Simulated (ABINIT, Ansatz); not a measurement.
# Calculated records

**How the form of the self-energy moves the gap of Rb2Pd (Fm-3m)**

The structure is cubic, space group Fm-3m (No. 225). The conventional cell has a = 8.246 Å, b = 8.246 Å, c = 8.246 Å, α = 90.00°, β = 90.00°, γ = 90.00°. Nearest to Rb lie 4 Pd at 3.57 Å. Nearest to Pd lie 8 Rb at 3.57 Å. Farther neighbours, and contacts between anions beyond the nearest, are not listed.

```
method                                   : RPA screening on PBEsol, plane waves, norm-conserving pseudopotentials (and 4 further levels or steps)
program                                  : ABINIT 10.8.3
settings                                 : cutoff 37 Ha, PseudoDojo scalar-relativistic 0.4.1 standard, norm-conserving, ngkpt (2, 2, 2), nband 110, ecuteps 4.2 Ha, inclvkb 2, shiftk (0, 0, 0), symchi 1, awtr 1, frequency ppm, 2×2×2 k-mesh
cost                                     : 7 runs, 2.8 min in all on 4 MPI ranks of Arm Neoverse V2, shared host
notes                                    : In doubt: a PseudoDojo file used here is known to give poor structures and forces, which bears on pressures, cells, forces and phonons. The program’s warnings: nproc spkpt=  >= nkpt= * nsppol=. The cell and positions are those that the Materials Project relaxed with its own functionals (PBE, PBE+U or r2SCAN), kept fixed. Limits: no spin polarisation; d states lean on the start; no spin-orbit coupling. Static COHSEX lies above G0W0: it lacks the factor Z and overstates the Coulomb hole of the filled states. The 2×2×2 mesh is coarse for this cell, which bears on the long-range parts of exchange and screening. The runs have no spin polarisation. For a closed low-spin shell that is the natural state; where a d or f shell is open it is a constraint, and the gap is then not the crystal’s own.
G0W0, Godby-Needs plasmon pole           : 1.452 eV
G0W0, von der Linden-Horsch plasmon pole : 1.392 eV
G0W0, Engel-Farid plasmon pole           : 1.457 eV
one-shot COHSEX                          : 2.301 eV
one-shot Hartree-Fock                    : 4.724 eV
known limits                             : short of the basis limit; no spin polarisation; d states lean on the start; no spin-orbit coupling; coarse k mesh
```

G0W0, von der Linden-Horsch plasmon pole: −0.060 eV against G0W0, Godby-Needs plasmon pole. G0W0, Engel-Farid plasmon pole: +0.005 eV against G0W0, Godby-Needs plasmon pole.

[Long decimals in the printed logs are rounded to 6 places.]

[Logs are printed without paths, hosts, clocks, repeated set-up lines and the standing remarks that a program may print on its own settings, such as how far it seeks lower states.]

[Paths, hosts, dates, memory and timing lines, banners, echoed tables and standing remarks are left out of the program output; an Ansatz launch command may be rebuilt from the run's recorded settings. Measured values are a selection of at most five: reports struck by readers or far from the other reports are left out. None is set beside runs whose start may be inverted or whose files or cutoffs have a known fault.]

[Runs of the session that timed out or met a known fault of the program may be left out.]

[Hosts, paths, dates, database ids (printed as entryN), source tags and the programs' standing remarks are cut or masked in the printed files.]

[G0W0 gaps are taken among the corrected bands and points alone; a level outside them can change the order at an edge.]

[Where Ansatz stands beside ABINIT at settings called matched, ABINIT's density can come from a denser mesh and the files from another edition; pairs whose starting gaps differed by over 0.03 eV were left out, so agreement reads better than it is.]
